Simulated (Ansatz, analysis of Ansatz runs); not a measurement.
# A hop of Ba in BaMgF4 (Cmc2_1), charge −2, part 3 of 3

How high is the barrier when Ba changes place in BaMgF4 (Cmc2_1)? The case: V_Ba hop (4.1 Å), charge −2, in a cell of 48 host atoms with 1 Ba taken out.

Ansatz 0.2.0; plane-wave PAW DFT, r2SCAN; nudged elastic band between two relaxed defect structures at fixed charge in a uniform background.

So far, barrier forward (eV): step 4 (nudged elastic band, charge −2) 2.09.

## (5) Band with another choice: wide smearing

A wide smearing tests how much the barrier leans on the occupations.

This step: plane-wave PAW DFT, r2SCAN; nudged elastic band between two relaxed defect structures at fixed charge in a uniform background.

qm2.try0/input.yaml reads:

```yaml
crystal:
  lattice:
    - [8.2488422, 0.0, 0.0]
    - [0.0, 0.0, -11.6348264]
    - [-2.06221055, 7.24118548, 0.0]
  atoms:
    - { symbol: Ba, position: [0.17766676, 0.42799023, 0.69985959] }
    - { symbol: Ba, position: [0.32983331, 0.18107821, 0.31252807] }
    - { symbol: Mg, position: [0.03602974, 0.40578725, 0.15779203] }
    - { symbol: Mg, position: [0.46018381, 0.15300184, 0.82843511] }
    - { symbol: F, position: [0.28532995, 0.39530364, 0.14685958] }
    - { symbol: F, position: [0.2149537, 0.13679031, 0.86015438] }
    - { symbol: F, position: [0.09837808, 0.31447497, 0.38440621] }
    - { symbol: F, position: [0.40009267, 0.04633412, 0.61220965] }
    - { symbol: F, position: [0.49280872, -0.00253069, 0.95611577] }
    - { symbol: F, position: [0.00650705, 0.24656046, 0.05145793] }
    - { symbol: F, position: [0.39043034, 0.27306989, 0.65438291] }
    - { symbol: F, position: [0.08191281, 0.04207831, 0.3329708] }
    - { symbol: Ba, position: [0.18223335, 0.91463587, 0.72604491] }
    - { symbol: Ba, position: [0.32166748, 0.67205896, 0.28756974] }
    - { symbol: Mg, position: [0.04395163, 0.9070022, 0.18018218] }
    - { symbol: Mg, position: [0.46390261, 0.65237465, 0.82289761] }
    - { symbol: F, position: [0.29104786, 0.90232776, 0.16217334] }
    - { symbol: F, position: [0.21104858, 0.66501298, 0.84335179] }
    - { symbol: F, position: [0.10036029, 0.80864872, 0.39741587] }
    - { symbol: F, position: [0.38288974, 0.5669007, 0.5968872] }
    - { symbol: F, position: [0.47347702, 0.50412075, 0.94769034] }
    - { symbol: F, position: [0.01409917, 0.75463458, 0.04824678] }
    - { symbol: F, position: [0.41836486, 0.7890907, 0.66499087] }
    - { symbol: F, position: [0.08216523, 0.53935073, 0.31916371] }
    - { symbol: Ba, position: [0.8276078, 0.18427893, 0.32092326] }
    - { symbol: Mg, position: [0.5442028, 0.40642015, 0.16510766] }
    - { symbol: Mg, position: [0.95552891, 0.152258, 0.83078954] }
    - { symbol: F, position: [0.79336498, 0.40609074, 0.1694981] }
    - { symbol: F, position: [0.709928, 0.13652236, 0.83734496] }
    - { symbol: F, position: [0.59318643, 0.30926619, 0.38321974] }
    - { symbol: F, position: [0.90593442, 0.04707507, 0.61327267] }
    - { symbol: F, position: [0.98580488, -0.00423694, 0.95495103] }
    - { symbol: F, position: [0.51812026, 0.24782923, 0.04765251] }
    - { symbol: F, position: [0.93922129, 0.27428136, 0.65919444] }
    - { symbol: F, position: [0.5855576, 0.03884603, 0.33809024] }
    - { symbol: Ba, position: [0.67901638, 0.91761322, 0.71574616] }
    - { symbol: Ba, position: [0.82338402, 0.66994308, 0.2911094] }
    - { symbol: Mg, position: [0.54640766, 0.90612309, 0.178435] }
    - { symbol: Mg, position: [0.94891946, 0.65365509, 0.82295047] }
    - { symbol: F, position: [0.79177337, 0.89912759, 0.16579766] }
    - { symbol: F, position: [0.71357542, 0.67048103, 0.85160073] }
    - { symbol: F, position: [0.59915237, 0.8065146, 0.39426729] }
    - { symbol: F, position: [0.91725997, 0.56613355, 0.59914181] }
    - { symbol: F, position: [1.00194096, 0.50785531, 0.95149393] }
    - { symbol: F, position: [0.50974187, 0.75568186, 0.04471673] }
    - { symbol: F, position: [0.91485305, 0.78936453, 0.66466193] }
    - { symbol: F, position: [0.57445867, 0.54737211, 0.30440202] }
total_charge: -2
basis:
  ecutwfc: 500
  xc_grid: 2
hamiltonian:
  xc: r2scan
kpoints:
  mp_grid: { grid: [1, 1, 1] }
scf:
  occupations: { method: gaussian, width: 0.2 }
  max_iter: 100
output:
  forces: true
neb:
  images: 3
  f_tol: 0.05
  climbing: true
  initial_path: linear
  max_iterations: 30
  order_check: false
  final_atoms:
    - { symbol: Ba, position: [0.67719209, 0.42783017, 0.70087336] }
    - { symbol: Ba, position: [0.3270836, 0.18431079, 0.32062209] }
[... 1 atom line left out ...]
    - { symbol: Mg, position: [0.45469175, 0.15263946, 0.83092178] }
[... 2 atom lines left out ...]
    - { symbol: F, position: [0.09303656, 0.30909023, 0.38346076] }
[... 3 atom lines left out ...]
    - { symbol: F, position: [0.43807147, 0.27473898, 0.65946653] }
[... 4 atom lines left out ...]
    - { symbol: Mg, position: [0.44903367, 0.65392338, 0.82375488] }
[... 1 atom line left out ...]
    - { symbol: F, position: [0.21292081, 0.67108963, 0.85141287] }
[... 1 atom line left out ...]
    - { symbol: F, position: [0.41750792, 0.56663976, 0.59980034] }
    - { symbol: F, position: [0.5013447, 0.50808784, 0.95218312] }
[... 4 atom lines left out ...]
    - { symbol: Mg, position: [0.53575592, 0.40610059, 0.15862225] }
[... 3 atom lines left out ...]
    - { symbol: F, position: [0.59778594, 0.3145495, 0.38515537] }
[... 2 atom lines left out ...]
    - { symbol: F, position: [0.50710182, 0.2469182, 0.05190631] }
[... 7 atom lines left out ...]
    - { symbol: F, position: [0.71088937, 0.66515262, 0.84480313] }
[... 5 atom lines left out ...]
    - { symbol: F, position: [0.58169265, 0.53962514, 0.31990773] }
```

The run is started by

```bash
$ ansatz run input.yaml --threads 4 --pin off --max-ram 7536MiB --backend cpu --events-out ev --progress --plain --runs-dir out
```

What it wrote:

```text
[...]
parallel-image band execution: 3 concurrent image workers
NEB image 0
Crystal: 47 atoms, lattice volume = 694.964 Å³
Basis set: ecut = 500 eV, 17675 PW (Γ), exchange–correlation on 128×180×120 points (8 copies of the dense FFT grid, shifted against one another)
Bands: 235, of which v1, the nominal top of the filled ones, is band 188 counted from 1 (187 counted from 0)
Symmetry: 1 space group operations
k-points: 1
[...]
SCF iter   1: F=-83154.717553 eV  HF=-83153.584725 eV  |F-HF|=1.13e0  |Δ(HF+E_count)|=         —  Δρ=8.73e-3  dr2=4.23e-1  dr2_τ=9.60e-1  ethr=1.77e-3  ⟨swp⟩=11.0  Hψ=1175  notcnv=0
[...]
SCF iter   9: F=-83154.860336 eV  HF=-83154.860336 eV  |F-HF|=7.18e-8  |Δ(HF+E_count)|=   1.67e-6  Δρ=4.69e-6  dr2=9.93e-8  dr2_τ=8.72e-9  ethr=2.66e-11  ⟨swp⟩=5.0  Hψ=867  notcnv=0
SCF 1 converged in 9 iterations: F = -83154.860336 eV  dr2 = 9.93e-8
[...]
NEB image 4
[...]
SCF 2 converged in 10 iterations: F = -83154.859688 eV  dr2 = 1.56e-8
[...]
NEB end point (image 0): max|allowed force component| = 5.704e-3 eV/Å (the criterion of neb.relax_end_points is 1.000e-2)
NEB end point (image 4): max|allowed force component| = 1.179e-2 eV/Å (the criterion of neb.relax_end_points is 1.000e-2)
NEB image 1
[...]
SCF 3 converged in 10 iterations: F = -83150.522164 eV  dr2 = 1.18e-8
NEB image 2
[...]
4    6.5637      0.000648                                 —
  climbing-image geometry (image 2):
  cell:  # Å, volume = 694.9644 Å³
    - [8.2488422, 0.0, 0.0]
    - [0.0, 0.0, -11.6348264]
    - [-2.06221055, 7.24118548, 0.0]
  atoms:
    - { symbol: Ba, position: [0.357162, 0.425271, 0.576858] }
    - { symbol: Ba, position: [0.317421, 0.151142, 0.266190] }
    - { symbol: Mg, position: [0.036972, 0.406725, 0.162959] }
    - { symbol: Mg, position: [0.464041, 0.136791, 0.827902] }
    - { symbol: F, position: [0.283035, 0.402638, 0.157966] }
    - { symbol: F, position: [0.218757, 0.136657, 0.858543] }
    - { symbol: F, position: [0.116047, 0.302237, 0.379722] }
    - { symbol: F, position: [0.401590, 0.023953, 0.615540] }
    - { symbol: F, position: [0.495841, 0.000582, 0.981620] }
    - { symbol: F, position: [0.000428, 0.253219, 0.047683] }
    - { symbol: F, position: [0.423762, 0.229904, 0.619523] }
    - { symbol: F, position: [0.075894, 0.037749, 0.349491] }
    - { symbol: Ba, position: [0.170062, 0.916663, 0.720741] }
    - { symbol: Ba, position: [0.296939, 0.674815, 0.233532] }
    - { symbol: Mg, position: [0.037051, 0.908685, 0.183748] }
    - { symbol: Mg, position: [0.472758, 0.665698, 0.838236] }
[...]
- { symbol: Ba, position: [0.829228, 0.191566, 0.336998] }
    - { symbol: Mg, position: [0.531191, 0.405082, 0.147499] }
    - { symbol: Mg, position: [0.952184, 0.159120, 0.829405] }
[...]
- { symbol: Ba, position: [0.690572, 0.912800, 0.725244] }
    - { symbol: Ba, position: [0.825375, 0.656102, 0.317666] }
    - { symbol: Mg, position: [0.557243, 0.901888, 0.194485] }
    - { symbol: Mg, position: [0.950856, 0.652658, 0.819287] }
[...]
- { symbol: F, position: [1.002534, 0.540000, 1.009761] }
    - { symbol: F, position: [0.526724, 0.745001, 0.076786] }
    - { symbol: F, position: [0.913301, 0.779911, 0.639696] }
    - { symbol: F, position: [0.553342, 0.539341, 0.300633] }
[key lines of the parts left out:]
SCF converged after 2 iterations
Free energy (F): -83152.774450 eV
Fermi energy:    6.431759 eV
```

Wall time 12 min (4 threads of Arm Neoverse V1, shared host); peak memory 2.8 GiB.

The run converged with other settings, drawn as a test and not checked for convergence; the results below rest on the first set.

What was changed: wide smearing.

Its highest image lies 2.09 eV above the start; the sound band gave 2.09 eV.

Here the change did no harm: 2.086 eV against the band's 2.086 eV.

## (6) Outcome

| Property | Result |
| --- | --- |
| barrier forward | 2.09 eV (in doubt, see below) |
| barrier backward | 2.09 eV |
| end less start | 0.00 eV |
| hop length | 4.12 Å |
| band iterations, as the log counts them | 16 |

What this shows: The top of the band lies 2.09 eV above the start and 2.09 eV above the end, which are alike in energy and neighbours. Between images 3 and 4 a bond changes partner or an atom moves over 0.9 Å. No image samples that step, so along this band the top may lie higher. At the top Ba1 stands 2.34 Å from its nearest F, 0.26 Å closer than at the start. The order of the top as a saddle was not checked for all atoms, so a bent path could be lower. No image-charge correction is applied; it largely cancels along a path if the charge stays localised alike. Limits: sampling at the zone centre alone can move energies of charged and open-shell states by tenths of an eV or more in cells of this size; periodic copies of the defect are only 7.5 Å apart; spin–orbit coupling, which can matter with heavy atoms, is left out.

[Long decimals in the printed logs are rounded to 6 places.]

[Repeated set-up lines and some long k-point lines are left out of the logs, and relaxed atomic positions are cut to six decimals.]

[Logs are printed without paths, hosts, clocks, repeated set-up lines and the standing remarks that a program may print on its own settings, such as how far it seeks lower states.]

[Hosts, paths, dates, database ids (printed as entryN), source tags and the programs' standing remarks are cut or masked in the printed files.]
